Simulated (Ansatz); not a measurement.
# A convergence test on InSe (R3m): k mesh of the hybrid

Wanted: the cheapest k mesh of the hybrid that holds the HSE06 gap of InSe (R3m).

Program: Ansatz 0.2.0. Level of theory: DFT, HSE06, plane waves, PAW. Results are calculated unless marked as measured.

## (1) Starting point

Symmetry: R3m, No. 160, trigonal system. The conventional cell has a = 4.000 Å, b = 4.000 Å, c = 24.950 Å, α = 90.00°, β = 90.00°, γ = 120.00°. In has 3 Se at 2.64 Å and 1 In at 2.80 Å nearest. Nearest to In lie 3 Se at 2.64 Å and 1 In at 2.80 Å. Nearest to Se lie 3 In at 2.64 Å. Nearest to Se lie 3 In at 2.64 Å. Farther neighbours and most contacts between anions are not listed.

The cell and positions come from the Crystallography Open Database and are kept as given unless a step says otherwise. The default PAW set here is soft_2. Its files were made with PBE.

## (2) k mesh of the hybrid: 2×2×2

input.yaml

```yaml
crystal:
  lattice:
    - [2.0, 1.1547005384, 8.3166666667]
    - [-2.0, 1.1547005384, 8.3166666667]
    - [0.0, -2.3094010768, 8.3166666667]
  atoms:
    - { symbol: In, position: [0.0, 0.0, 0.0] }
    - { symbol: In, position: [0.1122, 0.1122, 0.1122] }
    - { symbol: Se, position: [0.6155, 0.6155, 0.6155] }
    - { symbol: Se, position: [0.83, 0.83, 0.83] }
kpoints:
  mp_grid: { grid: [2, 2, 2] }
  band_path:
    path:
      - [0.0, 0.0, 0.0]
      - [-0.5, -0.5, -0.5]
      - [-0.5, -0.17951802, -0.82048198]
      - [-0.17951802, 0.17951802, -0.5]
      - [0.0, 0.0, -0.5]
      - [0.0, 0.33975901, -0.33975901]
      - [-0.33975901, 0.0, -0.66024099]
      - [-0.5, 0.0, -0.5]
    npoints: 1
hamiltonian:
  xc: hse06
scf:
  occupations: { method: fixed }
  n_extra_bands: 5
output:
  eigenvalues: true
  write_density: true
  write_potential: true
  elf: true
  volumetric_format: npy
```

Command:

```sh
ansatz run input.yaml --threads 3 --pin off --max-ram 92160MiB --backend cuda --events-out ev --progress --plain --runs-dir out --devices 1 --max-vram 13GiB
```

Numbers of over 12 decimals in the logs are rounded to 6 here.

The log of the run:

```text
basis.fft_grid_basis auto: the FFT boxes are laid along the combinations [[1, -1, 0], [0, 1, 0], [0, -1, 1]] of the cell's own vectors, 4.000, 8.631 and 4.000 Å long. The dense box has 27×60×27 points. Along the cell's own vectors, as sized, it would have 60×60×60, 4.94 times as many. Of the 6 symmetry operations that the crystal satisfies within crystal.symmetry.tolerance (time reversal apart; of a slab, those that  [...]
scf.n_extra_bands = 5 over 29 filled bands (N_el = 58.0): the run solves 34 bands
exact exchange: scf.exx.singularity resolves to wigner_seitz, which cuts the screened interaction at the faces of the exchange supercell's Wigner-Seitz cell, so that each pair interacts once, at the shortest of its separations (the periodic images that this leaves out come, for a point-like exchange hole, to about 0.051 eV on a filled level). The cut falls within the interaction's reach, and what an exchange supercel [...]
GPUs: using 1 of 1 available (devices: 1).
Engine: ansatz 0.2.0, x86_64-unknown-linux-gnu
Pseudopotentials: kind: paw
Pseudopotential: In, paw, valence charge 13, recommended cutoff 420 eV (normal), In.paw.azcp
Pseudopotential: Se, paw, valence charge 16, recommended cutoff 420 eV (normal), Se.paw.azcp
Functional definition: HSE06
  parameter a = 0.25
  parameter omega = 0.11/bohr
  exchange = pbe_x - a*pbe_x_sr(omega) + a*exact_x_sr(omega)
  correlation = pbe_c
davidson cushion auto → on  (no smearing: the cushion is to keep the highest requested band from converging to the state above it; pin scf.eigensolver.cushion to override)
concurrent solve slots: 2 of 3 are kept, ahead of what memory takes: no pass of the eigensolver takes more rounds on 2
device memory: the entry about to start is reckoned to put 1.1 GiB on a device that reports 54.9 GiB free (of which the cap on the GPU budget leaves the run 13.0 GiB)
GPU FFT provider: cuFFT
GPU libraries: cuBLAS 13.8.2, cuFFT 12.4.0, cuSOLVER 12.3.4
Crystal: 4 atoms, lattice volume = 115.239 Å³
Basis set: ecut = 420 eV, 2283 PW (Γ), FFT grids on a1−a2, a2, −a2+a3
Bands: 34, of which v1, the nominal top of the filled ones, is band 29 counted from 1 (28 counted from 0)
Symmetry: 6 space group operations
Space group: R3m (ITA 160), of the structure as read, at distance tolerance 4.9e-5 Å
k-points: 4 of 8
Non-local potential: In, projectors of the file, l = 0: 2, l = 1: 2, l = 2: 2, l = 3: 2
Non-local potential: Se, projectors of the file, l = 0: 2, l = 1: 2, l = 2: 3, l = 3: 1
PAW form: soft (Blöchl's): semilocal exchange-correlation on the pseudo side does not see the compensation charge
PAW frozen core: In, regenerated for the run's functional, and the local potential with it (the file was generated under x = pbe(κ = 0.804, μ = 0.219515), c = pbe(β = 0.066725))
PAW frozen core: Se, regenerated for the run's functional, and the local potential with it (the file was generated under x = pbe(κ = 0.804, μ = 0.219515), c = pbe(β = 0.066725))
PAW one-centre angular grid: In, 590 points (default); XC on 64 Gauss nodes
PAW one-centre angular grid: Se, 590 points (default); XC on 64 Gauss nodes
Initial density: superposition of atomic densities (neutral atoms: chi_scale 0, normalization atom), corrected by the library's trained network
Initial wavefunctions: pseudopotential atomic-orbital guess
GPU buffer pool allocated for 43740 grid points (all kernels)
GPU transforms: local potential and band sums: pruned to the plane-wave sphere, on 27×60×27
Functional: x = pbe(κ = 0.804, μ = 0.219515), c = pbe(β = 0.066725), warm-up for x = pbe(κ = 0.804, μ = 0.219515) + 0.25 (exact − pbe) at short range (hse, ω = 0.207870 Å⁻¹), c = pbe(β = 0.066725); HSE06 as pw.x's `hse` composes it (authors' and Libxc's form: `xc: wpbeh`)
SCF iter   1: F=—  HF=-22134.567898 eV  |F-HF|=—  |Δ(HF+E_count)|=         —  Δρ=7.99e-3  dr2=7.77e-2  ethr=1.77e-3  ⟨swp⟩=6.0  Hψ=561  notcnv=0
[...]
SCF iter   2: F=—  HF=-22145.654330 eV  |F-HF|=—  |Δ(HF+E_count)|=   1.20e-2  Δρ=2.60e-3  dr2=2.15e-2  ethr=2.14e-8  ⟨swp⟩=8.5  Hψ=791  notcnv=0
[...]
SCF iter   4: F=—  HF=-22145.665748 eV  |F-HF|=—  |Δ(HF+E_count)|=   1.44e-2  Δρ=1.27e-3  dr2=3.08e-3  ethr=2.14e-8  ⟨swp⟩=7.0  Hψ=686  notcnv=0  defer=1
SCF iter   5: F=—  HF=-22145.665331 eV  |F-HF|=—  |Δ(HF+E_count)|=   4.16e-4  Δρ=7.78e-4  dr2=1.01e-3  ethr=2.14e-8  ⟨swp⟩=5.0  Hψ=519  notcnv=0
SCF iter   6: F=—  HF=-22145.665089 eV  |F-HF|=—  |Δ(HF+E_count)|=   2.42e-4  Δρ=2.58e-4  dr2=1.36e-4  ethr=2.14e-8  ⟨swp⟩=5.2  Hψ=560  notcnv=0  defer=1
SCF iter   7: F=—  HF=-22145.665403 eV  |F-HF|=—  |Δ(HF+E_count)|=   3.13e-4  Δρ=1.55e-4  dr2=5.02e-5  ethr=2.14e-8  ⟨swp⟩=5.0  Hψ=479  notcnv=0
SCF iter   8: F=-22145.665390 eV  HF=-22145.665391 eV  |F-HF|=8.25e-7  |Δ(HF+E_count)|=   1.15e-5  Δρ=2.74e-5  dr2=4.24e-6  ethr=2.14e-8  ⟨swp⟩=4.0  Hψ=396  notcnv=0
SCF 2 stopped early in 8 iterations: F = -22145.665390 eV  dr2 = 4.24e-6
hybrid outer 1: dexx = +1.694e-2 eV, tail = 9.26e-5 eV
GPU FFT provider: cuFFT
GPU libraries: cuBLAS 13.8.2, cuFFT 12.4.0, cuSOLVER 12.3.4
GPU buffer pool allocated for 43740 grid points (all kernels)
GPU transforms: local potential and band sums: pruned to the plane-wave sphere, on 27×60×27
Exchange kernel: α = 0.2500, screened, ω = 0.2079 Å⁻¹, Wigner–Seitz truncation, v(0) = 820.8532 eV·Å³, q-mesh 2×2×2, nearest image of the exchange supercell L = 8.00 Å, pair-density grid 24×60×24, without the augmentation charges, whose exchange is taken in its separable form by FFT convolution over the k-point mesh (the finest that the files' search goes to), smooth part of the exact exchange by density-matrix convolution in up to 656.1 MiB of GPU memory as planned if the GPU has room (build and FFT work areas not counted)
Frozen-core exchange: fock
SCF iter   1: F=—  HF=-22145.665512 eV  |F-HF|=—  |Δ(HF+E_count)|=         —  Δρ=6.12e-5  dr2=8.73e-6  ethr=7.98e-7  ⟨swp⟩=2.5  Hψ=302  notcnv=0
preconditioner: auto → none  [insulator: Δε(μ)=1.149 eV  Ē_g=15.243 eV  n_scr=30 (ndim 8)  ℏωp=21.3 eV  f_vac=0.087]
iter 2 solved again at ethr=7.56e-10 eV; its pass at ethr=1.38e-8 eV (dr2=4.39e-7 eV) is discarded
SCF iter   2: F=—  HF=-22145.665512 eV  |F-HF|=—  |Δ(HF+E_count)|=   4.52e-7  Δρ=2.73e-5  dr2=5.58e-7  ethr=7.56e-10  ⟨swp⟩=2.0  Hψ=792  notcnv=0
SCF iter   3: F=—  HF=-22145.665513 eV  |F-HF|=—  |Δ(HF+E_count)|=   8.01e-7  Δρ=1.61e-5  dr2=2.09e-7  ethr=7.56e-10  ⟨swp⟩=3.8  Hψ=431  notcnv=0
SCF iter   4: F=-22145.665513 eV  HF=-22145.665513 eV  |F-HF|=9.82e-10  |Δ(HF+E_count)|=   3.20e-8  Δρ=5.35e-6  dr2=2.33e-8  ethr=3.35e-10  ⟨swp⟩=3.0  Hψ=325  notcnv=0
SCF 3 converged in 4 iterations: F = -22145.665513 eV  dr2 = 2.33e-8
hybrid outer 2: dexx = +1.016e-6 eV, tail = 8.84e-8 eV, Δε = 2.15e-3 eV (about 1.21e-4 eV left of the loop's levels)
device memory: the entry about to start is reckoned to put 0.6 GiB on a device that reports 56.8 GiB free (of which the cap on the GPU budget leaves the run 13.0 GiB)
NSCF: frozen V_eff on 8 k-points
hybrid SCF converged: 2 outer / 12 inner (+7 warm-up), last move |dexx| = 1.02e-6 eV, tail = 8.84e-8 eV
Stability not checked: this state was not tested for a lower state beside it, because the functional holds exact exchange (a hybrid, or Hartree-Fock), whose exchange loop this test does not read (fock_operator; see scf.lower_state_search)
Free energy (F): -22145.665513 eV
Frozen-core exchange: fock
Harris-Foulkes:  -22145.665513 eV  (|F-HF|=9.82e-10)
Internal energy: -22145.665513 eV  (E = F + TS)
E sigma→0 (E₀):  -22145.665513 eV
Fermi energy:    7.234682 eV
--- Per-component energies (eV) ---
  E_band       = -1038.374349
  E_kinetic    = 725.777152
  E_local      = -7850.639458  (includes V_loc(G=0)·N_el)
  E_nonlocal   = -458.264092
  E_hartree    = 3629.078030
  E_xc         = -509.304822
  E_vxc        = -316.078336  (∫ρ·V_xc dr)
  E_exx        = -201.478909  (= α·E_x^exact, valence–valence)
  E_paw        = -12071.275456  (= ΣΔE_a)
  E_vpaw       = 5.635947  (= ΣTr[D̂ρ^β])
  E_aug_tail   = -0.001155  (compensation charges beyond the density's cutoff)
  E_ewald      = -5408.437302
  E_core_change = -1.119502  (= ΣΔE_core)
  E_smearing   = -0.000000  (= −TS)
  E_closure    = -0.000000  (closes the sum)
  Σ components = -22145.665513   (vs F -22145.665513, Δ=0.00e0)
--- Band table (eV) ---
  k-point 0: bands = [... 25 lower, 5.6058, 5.6058, 5.7456, 5.7456, 9.7789, 10.0926, 12.3186, 12.3186, ... 1 higher]
  k-point 1: bands = [... 25 lower, 4.4936, 4.5218, 4.6687, 5.3593, 8.8821, 9.9346, 11.5490, 11.9159, ... 1 higher]
  k-point 2: bands = [... 25 lower, 4.2055, 4.3190, 4.8754, 5.5272, 8.9592, 9.8295, 11.1567, 11.4366, ... 1 higher]
  k-point 3: bands = [... 25 lower, 5.5278, 5.8322, 5.8322, 7.2347, 8.3839, 10.1925, 12.2115, 12.2115, ... 1 higher]
```

Wall time 16 s (1 × NVIDIA H100 80GB HBM3 (shared by 6 runs) with 3 threads of AMD EPYC 7R13 (Zen 3), shared host); peak memory 1.3 GiB.

In the SCF lines HF is the Harris–Foulkes energy and dr2 the Hartree energy of the density residual, in eV; the loop may stop once dr2 is under the threshold and the program's other checks hold. Hψ counts applications of the Hamiltonian.

Numbers from this step:

```yaml
gap: 1.149 eV
valence_top_at: T
conduction_bottom_at: T
least_direct_gap: 1.149 eV
exact_exchange_fraction: 0.25
```

The gap is direct, at (-0.500, -0.500, -0.500).

## (3) k mesh of the hybrid: 4×4×4

input.yaml: that of step 2 with these lines changed.

```diff
@@ -11,3 +11,3 @@
 kpoints:
-  mp_grid: { grid: [2, 2, 2] }
+  mp_grid: { grid: [4, 4, 4] }
   band_path:
@@ -30,5 +30 @@
   eigenvalues: true
-  write_density: true
-  write_potential: true
-  elf: true
-  volumetric_format: npy
```

The log of the run:

```text
[...]
GPUs: using 1 of 1 available (devices: 1).
[...]
GPU FFT provider: cuFFT
GPU libraries: cuBLAS 13.8.2, cuFFT 12.4.0, cuSOLVER 12.3.4
Crystal: 4 atoms, lattice volume = 115.239 Å³
Basis set: ecut = 420 eV, 2283 PW (Γ), FFT grids on a1−a3, a2−a3, a3
Bands: 34, of which v1, the nominal top of the filled ones, is band 29 counted from 1 (28 counted from 0)
[... 1 set-up line as in the run before ...]
[...]
k-points: 13 of 64 (time reversal used)
[...]
Fermi energy:    7.110872 eV
[...]
--- Band table (eV; the first three rows and the last of 13) ---
  k-point 0: bands = [... 25 lower, 5.5915, 5.5915, 5.7322, 5.7322, 9.6143, 9.9575, 12.2841, 12.2841, ... 1 higher]
  k-point 1: bands = [... 25 lower, 4.8948, 4.9458, 5.1510, 5.9652, 9.7572, 10.0498, 11.8735, 12.1754, ... 1 higher]
  k-point 2: bands = [... 25 lower, 4.4247, 4.4540, 4.6320, 5.2777, 8.8218, 9.8311, 11.4823, 11.8395, ... 1 higher]
  k-point 12: bands = [... 25 lower, 5.5162, 5.8157, 5.8157, 7.1109, 8.2397, 10.0496, 12.1769, 12.1769, ... 1 higher]
[key lines of the parts left out:]
Free energy (F): -22146.846251 eV
```

Run time: 30 s. Hardware: 1 × NVIDIA H100 80GB HBM3 (shared by 6 runs) with 3 threads; peak memory 1.6 GiB; 50 s of CPU time.

Numbers from this step:

* gap: 1.129 eV
* valence top at: T
* conduction bottom at: T
* least direct gap: 1.129 eV

The gap is 1.129 eV, −0.020 eV from the run before at this level.

## (4) k mesh of the hybrid: 6×6×6

input.yaml: that of step 3 with these lines changed.

```diff
@@ -11,3 +11,3 @@
 kpoints:
-  mp_grid: { grid: [4, 4, 4] }
+  mp_grid: { grid: [6, 6, 6] }
   band_path:
@@ -30 +30,5 @@
   eigenvalues: true
+  write_density: true
+  write_potential: true
+  elf: true
+  volumetric_format: npy
```

The log of the run:

```text
[...]
GPUs: using 1 of 1 available (devices: 1).
[...]
GPU FFT provider: cuFFT
GPU libraries: cuBLAS 13.8.2, cuFFT 12.4.0, cuSOLVER 12.3.4
Crystal: 4 atoms, lattice volume = 115.239 Å³
Basis set: ecut = 420 eV, 2283 PW (Γ), FFT grids on a1−a2, a2, −a2+a3
Bands: 34, of which v1, the nominal top of the filled ones, is band 29 counted from 1 (28 counted from 0)
[... 1 set-up line as in the run before ...]
[...]
Fermi energy:    7.095842 eV
[...]
--- Band table (eV; the first three rows and the last of 32) ---
  k-point 0: bands = [... 25 lower, 5.5870, 5.5870, 5.7290, 5.7290, 9.5938, 9.9408, 12.2822, 12.2822, ... 1 higher]
  k-point 1: bands = [... 25 lower, 5.0722, 5.2346, 5.4310, 5.9102, 10.0174, 10.5532, 11.6145, 12.4028, ... 1 higher]
  k-point 2: bands = [... 25 lower, 4.6805, 4.7828, 4.8789, 5.7498, 9.1868, 9.8969, 11.5593, 12.1212, ... 1 higher]
  k-point 31: bands = [... 25 lower, 5.5120, 5.8122, 5.8122, 7.0958, 8.2227, 10.0325, 12.1750, 12.1750, ... 1 higher]
[key lines of the parts left out:]
Free energy (F): -22146.906065 eV
```

Elapsed: 56 s, on 1 × NVIDIA H100 80GB HBM3 (shared by 6 runs) with 3 threads; peak memory 2.5 GiB; 100 s of CPU time.

This step gave:

* gap: 1.127 eV
* valence top at: T
* conduction bottom at: T
* least direct gap: 1.127 eV

The gap is 1.127 eV, −0.002 eV from the run before at this level.

## (5) The series

Differences are against the last row; a negative gap means that bands overlap, and a run with a band path holds that path's time. Times are wall times on 1 × NVIDIA H100 80GB HBM3 (shared by 6 runs) with 3 threads of AMD EPYC 7R13 (Zen 3), shared host, good to a factor of about two.

| k mesh of the hybrid | gap (eV) | direct gap (eV) | gap error (eV) | energy error (meV/atom) | irreducible k | time |
| --- | --- | --- | --- | --- | --- | --- |
| 2×2×2 | 1.149 | 1.149 | +0.022 | +310.1 | 4 | 16 s |
| 4×4×4 | 1.129 | 1.129 | +0.002 | +15.0 | 13 | 30 s |
| 6×6×6 | 1.127 | 1.127 | +0.000 | +0.0 | 32 | 56 s |

## (6) What came out

- 2×2×2: 1.149 eV
- 4×4×4: 1.129 eV
- 6×6×6: 1.127 eV

**Reading.** The gap holds to 0.02 eV from 4×4×4 on. At 2×2×2 the gap is off by +0.022 eV and the energy by +310 meV/atom. The gap is read over the mesh and added points near the edges, so meshes differ mainly through the density and, for a hybrid, the exchange operator.

[Paths, hosts, dates, memory and timing lines, banners, echoed tables and standing remarks are left out of the program output.]

[Logs are printed without paths, hosts, clocks, repeated set-up lines and the standing remarks that a program may print on its own settings, such as how far it seeks lower states.]

[Runs of the session that timed out or met a known fault of the program may be left out.]

[Cells called generated may have been cut or substituted from an entry of the Crystallography Open Database or the Materials Project.]

[Hosts, paths, dates, database ids (printed as entryN), source tags and the programs' standing remarks are cut or masked in the printed files.]
